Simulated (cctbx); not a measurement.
# A crystallographic session in cctbx: Ti3Rh3Au4

Library: cctbx 2025.11. The data are simulated by the first script.

## 1. Simulate the data

run.py:

```python
from cctbx import adptbx, crystal, miller, sgtbx, xray
from cctbx.array_family import flex
from iotbx.shelx import hklf
from scitbx import matrix
import scitbx.random

cs = crystal.symmetry(unit_cell=(7.446, 4.273, 11.278, 90, 91.42, 90), space_group_symbol='Hall: C -2y')  # Cm
atoms = [  # label, site, U (iso, or U11 U22 U33 U12 U13 U23 in A^2), occupancy
    ("Au1", (0.332, 0, 0.1345), (0.0023, 0.0021, 0.0029, 0.0000, 0.0011, 0.0000), 1),
    ("Au2", (0.1706, 0.5, 0.8623), (0.0021, 0.0025, 0.0020, 0.0000, 0.0001, 0.0000), 1),
    ("Au3", (0.155, 0.5, 0.6337), (0.0040, 0.0058, 0.0025, 0.0000, 0.0011, 0.0000), 1),
    ("Au4", (0.3297, 0, 0.358), (0.0050, 0.0056, 0.0039, 0.0000, 0.0006, 0.0000), 1),
    ("Rh1", (0.1719, 0.5, 0.0904), (0.0076, 0.0058, 0.0031, 0.0000, -0.0001, 0.0000), 1),
    ("Rh2", (0.1548, 0.5, 0.417), (0.0082, 0.0063, 0.0113, 0.0000, 0.0040, 0.0000), 1),
    ("Rh3", (0.3256, 0, 0.5808), (0.0050, 0.0073, 0.0039, 0.0000, 0.0000, 0.0000), 1),
    ("Ti1", (0.0016, 0, 0.7441), (0.0098, 0.0039, 0.0041, 0.0000, 0.0009, 0.0000), 1),
    ("Ti2", (0.0036, 0, 0.249), (0.0034, 0.0045, 0.0051, 0.0000, 0.0005, 0.0000), 1),
    ("Ti3", (0.3359, 0, 0.91), (0.0050, 0.0084, 0.0080, 0.0000, 0.0007, 0.0000), 1),
]
xs = xray.structure(crystal_symmetry=cs)
for label, site, u, occ in atoms:
    u = adptbx.u_cif_as_u_star(cs.unit_cell(), u) if isinstance(u, tuple) else u
    xs.add_scatterer(xray.scatterer(label, site=site, u=u, occupancy=occ))
xs.set_inelastic_form_factors(0.7749, "sasaki")
xs.show_summary()
p1 = xs.expand_to_p1()
ms = miller.build_set(p1, anomalous_flag=True, d_min=0.77)
flex.set_random_seed(654217)
scitbx.random.set_random_seed(654217)
ms = ms.select(flex.random_double(ms.size()) < 0.5)
i = ms.structure_factors_from_scatterers(p1, algorithm="direct").f_calc().as_intensity_array().data()
i = i * 5000 / flex.max(i)
sig = flex.sqrt(i + flex.pow2(0.03 * i) + 4 ** 2)
noise = scitbx.random.variate(scitbx.random.normal_distribution())(i.size())
data = ms.array(data=i + sig * noise, sigmas=sig).set_observation_type_xray_intensity()
with open("data.hkl", "w") as f:
    data.export_as_shelx_hklf(f)
print("reflections written:", data.size(), " <I/sigma> = %.1f" % flex.mean(data.data() / data.sigmas()))
for h, a, b in list(data.sort("data"))[:12]:
    print("%4d%4d%4d %9.1f %7.1f" % (h + (a, b)))
```

```console
$ python run.py
```

```text
Number of scatterers: 10
At special positions: 10
Unit cell: (7.446, 4.273, 11.278, 90, 91.42, 90)
Space group: C 1 m 1 (No. 8)
reflections written: 1659  <I/sigma> = 5.0
   0   2   0    5137.5   165.9
  -3   1   0    5038.9   164.5
   0  -2   0    4956.6   165.9
   3   1   0    4913.0   164.7
   0   0  -4    2871.9    99.5
  -3   3   0    2825.3    99.1
   6   0   0    2743.5    96.8
  -6   0   0    2687.5    96.6
   0   0   4    2669.4    98.0
  -6  -2   0    2258.3    81.2
   6  -2   0    2214.4    81.3
   6   2   0    2195.5    81.3
```

Run time: 0.39 s on 1 thread of Arm Neoverse N1 (shared host), peak memory 0.07 GiB.

## 2. Symmetry

run.py:

```python
from cctbx import crystal, sgtbx, statistics
from cctbx.array_family import flex
from iotbx.shelx import hklf

p1 = crystal.symmetry(unit_cell=(7.446, 4.273, 11.278, 90, 91.42, 90), space_group_symbol="P 1")
raw = hklf.reader(file_name="data.hkl").as_miller_arrays(crystal_symmetry=p1, anomalous=True)[0]
print(raw.size(), "reflections to d = %.3f A" % raw.d_min())
isig = raw.data() / raw.sigmas()
print("centring   violations  <I/sigma> of those")
best = "P"
for c in "ABCIRF":
    a = raw.customized_copy(space_group_info=sgtbx.space_group_info("Hall: %s 1" % c)).sys_absent_flags().data()
    m = flex.mean(isig.select(a))
    print("%5s %10d of %5d %8.1f" % (c, (isig.select(a) > 4).count(True), a.count(True), m))
    if (isig.select(a) > 4).count(True) < 0.01 * a.count(True):
        best = c
raw = raw.select(~raw.customized_copy(space_group_info=sgtbx.space_group_info("Hall: %s 1" % best)).sys_absent_flags().data())
isig = raw.data() / raw.sigmas()
rows = []
for s in sgtbx.space_group_symbol_iterator():
    g = sgtbx.space_group(s)
    if g.conventional_centring_type_symbol() != best or not g.is_compatible_unit_cell(p1.unit_cell(), 1e-3, 0.02):
        continue
    rows.append((s, g))
print("Laue class    unique    Rint  (classes that these axes allow; Friedel mates merged)")
rint = {}
for s, g in rows:
    laue = g.build_derived_patterson_group()
    key = laue.type().hall_symbol()
    if key not in rint:
        m = raw.customized_copy(space_group_info=laue.info(), anomalous_flag=False).merge_equivalents()
        rint[key] = m.r_int()
        print("%-14s %6d %7.3f" % (laue.type().lookup_symbol(), m.array().size(), m.r_int()))
floor = min(rint.values())
good = [(s, g) for s, g in rows if rint[g.build_derived_patterson_group().type().hall_symbol()] < 2 * floor + 0.03]
top = max(g.build_derived_patterson_group().order_z() for s, g in good)
print("space group    extra absences  I>4sigma  <I/sigma>")
for s, g in good:
    laue = g.build_derived_patterson_group()
    if laue.order_z() != top:
        continue
    a = raw.customized_copy(space_group_info=g.info()).sys_absent_flags().data()
    a &= ~raw.customized_copy(space_group_info=laue.info()).sys_absent_flags().data()
    bad = (isig.select(a) > 4).count(True)
    if bad <= 0.03 * a.count(True):
        print("%-16s %8d %10d %9s  %s" % (s.universal_hermann_mauguin(), a.count(True), bad, "%.1f" % flex.mean(isig.select(a)) if a.count(True) else "-", "centric" if g.is_centric() else "acentric"))
laue = max(good, key=lambda t: t[1].build_derived_patterson_group().order_z())[1].build_derived_patterson_group()
f = raw.customized_copy(space_group_info=laue.info(), anomalous_flag=False).merge_equivalents().array().eliminate_sys_absent().f_sq_as_f()
f.set_observation_type_xray_amplitude()
bins = max(3, min(8, f.size() // 12))
f.setup_binner(n_bins=bins)
w = statistics.wilson_plot(f, {e: n / laue.order_z() for e, n in {'Au': 8.0, 'Rh': 6.0, 'Ti': 6.0}.items()}, e_statistics=True)
print("Wilson B = %.2f A^2   <|E^2-1|> = %.3f (0.968 centric, 0.736 acentric)   E^2>4: %.1f %%" % (w.wilson_b, w.mean_e_sq_minus_1, w.percent_e_sq_gt_2))
print("shell (A)         n   <I/sigma>")
m = raw.customized_copy(space_group_info=laue.info(), anomalous_flag=False).merge_equivalents().array().eliminate_sys_absent()
for b in m.setup_binner(n_bins=bins).range_used():
    sel = m.binner().selection(b)
    print("%5.2f - %4.2f %6d %8.1f" % (min(m.binner().bin_d_range(b)[0] if m.binner().bin_d_range(b)[0] > 0 else 99, 99), m.binner().bin_d_range(b)[1], sel.count(True), flex.mean((m.data() / m.sigmas()).select(sel))))
```

```console
$ python run.py
```

```text
1659 reflections to d = 0.770 A
centring   violations  <I/sigma> of those
    A        273 of   830      5.0
    B        273 of   834      5.0
    C          0 of   792     -0.0
    I        232 of   832      4.6
    R        376 of  1085      5.1
    F        273 of  1228      3.4
Laue class    unique    Rint  (classes that these axes allow; Friedel mates merged)
C 1 2/m 1         425   0.042
space group    extra absences  I>4sigma  <I/sigma>
C 1 2 1                 0          0         -  acentric
C 1 m 1                 0          0         -  acentric
C 1 2/m 1               0          0         -  centric
Wilson B = 0.13 A^2   <|E^2-1|> = 1.087 (0.968 centric, 0.736 acentric)   E^2>4: 4.6 %
shell (A)         n   <I/sigma>
11.28 - 1.54     59     14.6
 1.54 - 1.22     56     12.5
 1.22 - 1.07     46     13.8
 1.07 - 0.97     61      9.3
 0.97 - 0.90     49     13.0
 0.90 - 0.85     42      9.5
 0.85 - 0.81     61     10.1
 0.81 - 0.77     51     13.6
```

Time: 0.42 s.

## 3. Patterson map

run.py:

```python
from cctbx import crystal, maptbx
from iotbx.shelx import hklf

cs = crystal.symmetry(unit_cell=(7.446, 4.273, 11.278, 90, 91.42, 90), space_group_symbol='Hall: C -2y')  # Cm
raw = hklf.reader(file_name="data.hkl").as_miller_arrays(crystal_symmetry=cs, anomalous=True)[0]
merged = raw.eliminate_sys_absent().merge_equivalents()
fo2 = merged.array().set_observation_type_xray_intensity()
f = fo2.average_bijvoet_mates().f_sq_as_f()
pm = f.patterson_map(symmetry_flags=maptbx.use_space_group_symmetry, sharpening=False, resolution_factor=0.25)
peaks = pm.peak_search(parameters=maptbx.peak_search_parameters(min_distance_sym_equiv=0.4, max_clusters=14)).all()
top = peaks.heights()[0]
print("Patterson group", f.patterson_symmetry().space_group_info())
print("      u       v       w   height  length (A)")
for x, h in zip(peaks.sites(), peaks.heights()):
    y = [t - round(t) for t in x]
    print("%7.3f %7.3f %7.3f %8.1f %8.2f" % (x + (1000 * h / top, cs.unit_cell().length(y))))
```

```console
$ python run.py
```

```text
Patterson group C 1 2/m 1
      u       v       w   height  length (A)
  0.000   0.000   0.000   1000.0     0.00
  0.003   0.000   0.226    722.8     2.54
  0.168   0.500   0.496    481.9     6.09
  0.170   0.500   0.719    410.1     4.05
  0.164   0.500   0.269    359.3     3.88
  0.005   0.000   0.452    322.1     5.09
  0.172   0.500   0.942    203.6     2.59
  0.167   0.500   0.041    152.2     2.51
  0.167   0.500   0.141     93.7     2.92
  0.175   0.500   0.613     75.5     5.06
  0.161   0.500   0.381     75.0     4.92
  0.012   0.000   0.677     60.0     3.65
  0.181   0.500   0.825     44.1     3.22
  0.134   0.096  -0.005     38.9     1.08
```

Time: 0.4 s.

## 4. Charge flipping

run.py:

```python
import itertools
from cctbx import crystal, maptbx
from cctbx.array_family import flex
from iotbx.shelx import hklf
from smtbx.ab_initio import charge_flipping as cf

cs = crystal.symmetry(unit_cell=(7.446, 4.273, 11.278, 90, 91.42, 90), space_group_symbol='Hall: C -2y')  # Cm
raw = hklf.reader(file_name="data.hkl").as_miller_arrays(crystal_symmetry=cs, anomalous=True)[0]
merged = raw.eliminate_sys_absent().merge_equivalents()
fo2 = merged.array().set_observation_type_xray_intensity()
f = fo2.average_bijvoet_mates().f_sq_as_f().resolution_filter(d_min=0.9)
p1 = f.expand_to_p1()
p1.setup_binner_counting_sorted(reflections_per_bin=max(40, p1.size() // 12))
work = p1.array(data=p1.data() / p1.amplitude_quasi_normalisations().data())
flex.set_random_seed(90302)
it = cf.weak_reflection_improved_iterator(delta=None, weak_reflection_fraction=0.3)
it.start(work, phases=flex.random_double(p1.size()) * 6.2832, f_000=0)
it.delta = 1.2 * it.rho_map.sigma()
print("cycle      R  skewness")
for n, st in enumerate(itertools.islice(it, 150)):
    if n % 12 == 0:
        print("%5d %6.3f %8.2f" % (n, st.r1_factor(), st.rho_map.skewness()))
rho = p1.phase_transfer(it.f_calc).fft_map().apply_volume_scaling()
polish = cf.low_density_elimination_iterator(constant_rho_c=rho.sigma())
polish.start(f_obs=p1, phases=it.f_calc, f_000=0)
for _ in range(8):
    next(polish)
print("origin shift          correlation  skewness")
maps = []
for fc, shift, cc in itertools.islice(cf.f_calc_symmetrisations(f, polish.f_calc, 0), 4):
    m = f.phase_transfer(fc).fft_map(symmetry_flags=maptbx.use_space_group_symmetry, resolution_factor=0.25).apply_sigma_scaling()
    maps.append((m.skewness(), cc, m))
    print("%6.3f %6.3f %6.3f %10.3f %9.2f" % (tuple(shift) + (cc, m.skewness())))
skew, cc, m = max((t for t in maps if t[1] > maps[0][1] - 0.04), key=lambda t: t[0])
print("taken: symmetry correlation %.3f, skewness %.2f" % (cc, skew))
peaks = m.peak_search(parameters=maptbx.peak_search_parameters(min_distance_sym_equiv=0.9, max_clusters=15)).all()
sps = cs.special_position_settings(min_distance_sym_equiv=0.5)
print("peak      x       y       z  mult  height/sigma")
for k, (x, h) in enumerate(zip(peaks.sites(), peaks.heights())):
    ss = sps.site_symmetry(x)
    print("Q%-3d %7.4f %7.4f %7.4f %4d %8.1f" % ((k + 1,) + tuple(t % 1 for t in ss.exact_site()) + (ss.multiplicity(), h)))
```

```console
$ python run.py
```

```text
cycle      R  skewness
    0  0.570     0.34
   12  0.522     2.39
   24  0.500     1.90
   36  0.522     1.79
   48  0.496     1.93
   60  0.512     1.94
   72  0.498     1.86
   84  0.519     1.85
   96  0.491     1.87
  108  0.498     2.04
  120  0.506     1.90
  132  0.500     2.07
  144  0.469     1.79
origin shift          correlation  skewness
 0.000  0.344 -0.000      0.938      1.35
 0.000  0.167 -0.000      0.872      1.68
taken: symmetry correlation 0.938, skewness 1.35
peak      x       y       z  mult  height/sigma
Q1    0.3669  0.0000  0.7158    2      6.2
Q2    0.1914  0.5000  0.1957    2      5.5
Q3    0.3415  0.0000  0.0648    2      5.4
Q4    0.0711  0.5000  0.4222    2      5.3
Q5    0.3385  0.0000  0.8322    2      5.2
Q6    0.3861  0.0000  0.9415    2      5.2
Q7    0.0120  0.0000  0.3214    2      5.0
Q8    0.0826  0.3203  0.2651    4      4.9
Q9    0.0582  0.5000  0.1929    2      4.8
Q10   0.2323  0.0000  0.6979    2      4.7
Q11   0.1953  0.5000  0.9828    2      4.5
Q12   0.0810  0.3268  0.0423    4      4.5
Q13   0.3418  0.0000  0.2862    2      4.4
Q14   0.0760  0.3048  0.4935    4      4.3
Q15   0.0390  0.0000  0.4430    2      4.2
```

Time: 0.46 s.

## 5. Refinement (model from the peaks)

run.py:

```python
import math
from cctbx import adptbx, crystal, maptbx, sgtbx, xray
from cctbx.array_family import flex
from cctbx.xray import observations
from iotbx.shelx import hklf
from scitbx.lstbx import normal_eqns_solving
from smtbx import absolute_structure, utils
from smtbx.refinement import constraints, least_squares

cs = crystal.symmetry(unit_cell=(7.446, 4.273, 11.278, 90, 91.42, 90), space_group_symbol='Hall: C -2y')  # Cm
atoms = [  # label, site, U (iso, or U11 U22 U33 U12 U13 U23 in A^2), occupancy
    ("Au1", (0.3669, 0, 0.7158), 0.0200, 1),
    ("Au2", (0.1914, 0.5, 0.1957), 0.0200, 1),
    ("Au3", (0.3415, 0, 0.0648), 0.0200, 1),
    ("Au4", (0.0711, 0.5, 0.4222), 0.0200, 1),
    ("Rh1", (0.3385, 0, 0.8322), 0.0200, 1),
    ("Rh2", (0.3861, 0, 0.9415), 0.0200, 1),
    ("Ti1", (0.012, 0, 0.3214), 0.0200, 1),
    ("Ti2", (0.0826, 0.3203, 0.2651), 0.0200, 1),
    ("Rh3", (0.1953, 0.5, 0.9828), 0.0200, 1),
]
xs = xray.structure(crystal_symmetry=cs)
for label, site, u, occ in atoms:
    u = adptbx.u_cif_as_u_star(cs.unit_cell(), u) if isinstance(u, tuple) else u
    xs.add_scatterer(xray.scatterer(label, site=site, u=u, occupancy=occ))
xs.set_inelastic_form_factors(0.7749, "sasaki")
raw = hklf.reader(file_name="data.hkl").as_miller_arrays(crystal_symmetry=cs, anomalous=True)[0]
merged = raw.eliminate_sys_absent().merge_equivalents()
fo2 = merged.array().set_observation_type_xray_intensity()
print("Rint %.3f, %d unique reflections to %.2f A" % (merged.r_int(), fo2.size(), fo2.d_min()))
for sc in xs.scatterers():
    sc.flags.set_grad_site(True)
    sc.flags.set_grad_u_aniso(sc.flags.use_u_aniso())
    sc.flags.set_grad_u_iso(sc.flags.use_u_iso())
obs = fo2.as_xray_observations()
extra = {}
rep = constraints.reparametrisation(xs, [], utils.connectivity_table(xs), **extra)
ls = least_squares.crystallographic_ls(obs, rep, weighting_scheme=least_squares.mainstream_shelx_weighting(a=0, b=0))
print("cycle     R1     wR2    GooF  max shift (A)")
for cycle in range(6):
    ls.build_up()
    r1, wr2, goof = ls.r1_factor(cutoff_factor=2)[0], ls.wR2(), ls.goof()
    old = xs.sites_cart()
    normal_eqns_solving.levenberg_marquardt_iterations(ls, n_max_iterations=3, tau=0.0001, step_threshold=1e-7)
    big = flex.max((xs.sites_cart() - old).norms())
    print("%4d %7.4f %7.4f %7.3f %9.5f" % (cycle + 1, r1, wr2, goof, big))
    ls.build_up(objective_only=True)
    if abs(ls.wR2() - wr2) < 5e-5 and big < 5e-4:
        break
ls.build_up()
print("final R1 %.4f wR2 %.4f GooF %.3f  parameters %d  data/parameter %.1f" % (ls.r1_factor(cutoff_factor=2)[0], ls.wR2(), ls.goof(), ls.n_parameters, fo2.size() / ls.n_parameters))
cov = ls.covariance_matrix_and_annotations()
su = dict(zip(cov.annotations, (math.sqrt(max(v, 0)) for v in cov.matrix.matrix_packed_u_diagonal())))
a2 = cs.unit_cell().reciprocal_parameters()[0] ** -2
print("atom        x        y        z      Ueq    occ   su(xyz)  su(Uiso or U11)")
for sc in xs.scatterers():
    s = max(su.get(sc.label + k, 0) for k in (".x", ".y", ".z"))
    npd = "" if sc.is_positive_definite_u(cs.unit_cell()) else "  NPD"
    print("%-5s %8.5f %8.5f %8.5f %8.4f %6.3f %8.5f %7.4f%s" % ((sc.label,) + sc.site + (sc.u_iso_or_equiv(cs.unit_cell()), sc.occupancy, s, su.get(sc.label + ".uiso", su.get(sc.label + ".u11", 0) * a2), npd)))
fo = fo2.f_sq_as_f()
fc = fo.structure_factors_from_scatterers(xs, algorithm="direct").f_calc()
diff = fo.f_obs_minus_f_calc(1 / math.sqrt(ls.scale_factor()), fc).average_bijvoet_mates()
m = diff.fft_map(symmetry_flags=maptbx.use_space_group_symmetry, resolution_factor=0.25).apply_volume_scaling()
print("difference map: max %.2f min %.2f rms %.2f" % (m.statistics().max(), m.statistics().min(), m.statistics().sigma()))
peaks = m.peak_search(parameters=maptbx.peak_search_parameters(min_distance_sym_equiv=0.6, max_clusters=6)).all()
near = xs.closest_distances(peaks.sites(), distance_cutoff=4)
sps = cs.special_position_settings(min_distance_sym_equiv=0.5)
for k, (x, h) in enumerate(zip(peaks.sites(), peaks.heights())):
    ss = sps.site_symmetry(x)
    print("Q%-3d %7.4f %7.4f %7.4f %4d %7.2f  %.2f A from %s" % ((k + 1,) + tuple(t % 1 for t in ss.exact_site()) + (ss.multiplicity(), h, near.smallest_distances[k], xs.scatterers()[near.i_seqs[k]].label)))
```

```console
$ python run.py
```

```text
Rint 0.033, 661 unique reflections to 0.77 A
cycle     R1     wR2    GooF  max shift (A)
   1  0.7161  0.9475  13.721   0.01498
   2  0.7111  0.9454  13.690   0.01420
   3  0.7063  0.9433  13.660   0.01327
   4  0.7020  0.9412  13.630   0.01226
   5  0.6978  0.9392  13.601   0.01122
   6  0.6937  0.9373  13.573   0.01021
final R1 0.6896 wR2 0.9354 GooF 13.546  parameters 28  data/parameter 23.6
atom        x        y        z      Ueq    occ   su(xyz)  su(Uiso or U11)
Au1    0.37079  0.00000  0.70962   0.0159  1.000  0.00830  0.0157
Au2    0.19026  0.50000  0.20168   0.0150  1.000  0.00894  0.0148
Au3    0.33750  0.00000  0.06613   0.0184  1.000  0.00939  0.0188
Au4    0.07315  0.50000  0.42121   0.0203  1.000  0.01077  0.0190
Rh1    0.33917  0.00000  0.83476   0.0172  1.000  0.01903  0.0324
Rh2    0.38415  0.00000  0.93734   0.0172  1.000  0.01894  0.0308
Ti1    0.01215  0.00000  0.32265   0.0195  1.000  0.04438  0.0740
Ti2    0.08233  0.32101  0.26478   0.0204  1.000  0.05760  0.0478
Rh3    0.19414  0.50000  0.98376   0.0171  1.000  0.02115  0.0306
difference map: max 491.55 min -211.79 rms 37.86
Q1    0.1951  0.5000  0.2070    2  512.24  0.07 A from Au2
Q2    0.3709  0.0000  0.7070    2  497.33  0.03 A from Au1
Q3    0.1932  0.5000  0.9846    2  414.27  0.01 A from Rh3
Q4    0.3753  0.0000  0.9318    2  393.63  0.09 A from Rh2
Q5    0.3630  0.0000  0.4852    2  389.34  1.74 A from Au4
Q6    0.1972  0.5000  0.4345    2  367.34  0.93 A from Au4
```

Time: 0.75 s.

Figures of merit this high mean that the model is still wrong or incomplete.

## 6. Charge flipping

run.py, as its changes from the last script of this kind:

```diff
@@ -13,3 +13,2 @@
-p1.setup_binner_counting_sorted(reflections_per_bin=max(40, p1.size() // 12))
-work = p1.array(data=p1.data() / p1.amplitude_quasi_normalisations().data())
-flex.set_random_seed(90302)
+work = p1
+flex.set_random_seed(90303)
@@ -20,2 +19,2 @@
-for n, st in enumerate(itertools.islice(it, 150)):
-    if n % 12 == 0:
+for n, st in enumerate(itertools.islice(it, 300)):
+    if n % 25 == 0:
```

```console
$ python run.py
```

```text
cycle      R  skewness
    0  0.595     0.36
   25  0.394     2.62
   50  0.411     2.53
   75  0.398     2.30
  100  0.384     2.27
  125  0.389     2.42
  150  0.391     2.42
  175  0.414     2.57
  200  0.391     2.39
  225  0.393     2.35
  250  0.412     2.43
  275  0.385     2.32
origin shift          correlation  skewness
-0.000  0.393 -0.000      0.875      2.07
 0.000  0.006 -0.000      0.851      1.49
-0.000  0.147  0.000      0.871      1.49
taken: symmetry correlation 0.875, skewness 2.07
peak      x       y       z  mult  height/sigma
Q1    0.1885  0.0000  0.3510    2      8.6
Q2    0.1918  0.0000  0.5679    2      8.5
Q3    0.3727  0.5000  0.8452    2      8.2
Q4    0.3608  0.5000  0.0630    2      8.1
Q5    0.4124  0.5000  0.6463    2      7.0
Q6    0.1983  0.0000  0.1337    2      7.0
Q7    0.3643  0.5000  0.2886    2      4.9
Q8    0.2357  0.0000  0.9114    2      4.2
Q9    0.0894  0.0000  0.6514    2      4.1
Q10   0.3535  0.2706  0.4515    4      4.0
Q11   0.3569  0.2293  0.6763    4      3.9
Q12   0.0827  0.0000  0.8843    2      3.8
Q13   0.1885  0.0000  0.7891    2      3.8
Q14   0.0910  0.5000  0.3831    2      3.6
Q15   0.4035  0.5000  0.4152    2      3.3
```

Run time: 0.5 s on 1 thread of Arm Neoverse N1, with other jobs on the host, peak memory 0.07 GiB.

[Logs are printed without paths, hosts, clocks, repeated set-up lines and the standing remarks that a program may print on its own settings, such as how far it seeks lower states.]
